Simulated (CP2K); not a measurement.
Two runs for the C K edge of chloroallene. Run A: CP2K XAS_TDP, all-electron GAPW, PBEh(45%), aug-pc-1, TDA, no relativity. Run B differs in one setting.

First lines with a strength over 0.0015. A:

| atom | energy (eV) | states | strength, one atom |
| --- | --- | --- | --- |
| C1 (bonded to C and 2 H) | 280.94 | 1 | 0.0509 |
|  | 283.55 | 1 | 0.0043 |
|  | 284.38 | 1 | 0.0033 |
|  | 285.42 | 1 | 0.0129 |
|  | 285.51 | 1 | 0.0039 |
| C2 (bonded to 2 C) | 281.08 | 1 | 0.0514 |
|  | 281.50 | 1 | 0.0586 |
|  | 285.70 | 1 | 0.0031 |
|  | 286.08 | 1 | 0.0036 |
|  | 287.94 | 1 | 0.0018 |
| C3 (bonded to C, Cl and H) | 282.67 | 1 | 0.0522 |
|  | 283.05 | 1 | 0.0331 |
|  | 285.32 | 1 | 0.0073 |
|  | 286.27 | 1 | 0.0096 |
|  | 286.73 | 1 | 0.0109 |

B:

| atom | energy (eV) | states | strength, one atom |
| --- | --- | --- | --- |
| C1 (bonded to C and 2 H) | 286.74 | 1 | 0.0499 |
|  | 289.34 | 1 | 0.0042 |
|  | 290.17 | 1 | 0.0032 |
|  | 291.22 | 1 | 0.0127 |
|  | 291.30 | 1 | 0.0038 |
| C2 (bonded to 2 C) | 286.54 | 1 | 0.0504 |
|  | 286.96 | 1 | 0.0575 |
|  | 291.15 | 1 | 0.0031 |
|  | 291.54 | 1 | 0.0035 |
|  | 293.40 | 1 | 0.0018 |
| C3 (bonded to C, Cl and H) | 287.95 | 1 | 0.0513 |
|  | 288.33 | 1 | 0.0325 |
|  | 290.60 | 1 | 0.0071 |
|  | 291.56 | 1 | 0.0095 |
|  | 292.01 | 1 | 0.0107 |

Which was it: the functional, GW2X switched on, the basis, scalar relativity switched on?

GW2X switched on. GW2X shifts an atom's lines together and keeps their spacings. Against PBEh(45%) in aug-pc-1, the leading lines move by +5.80 eV (C1, to 286.74), +5.46 eV (C2, to 286.54) and +5.28 eV (C3, to 287.95).

[Hosts, paths, dates, database ids (printed as entryN), source tags and the programs' standing remarks are cut or masked in the printed files.]
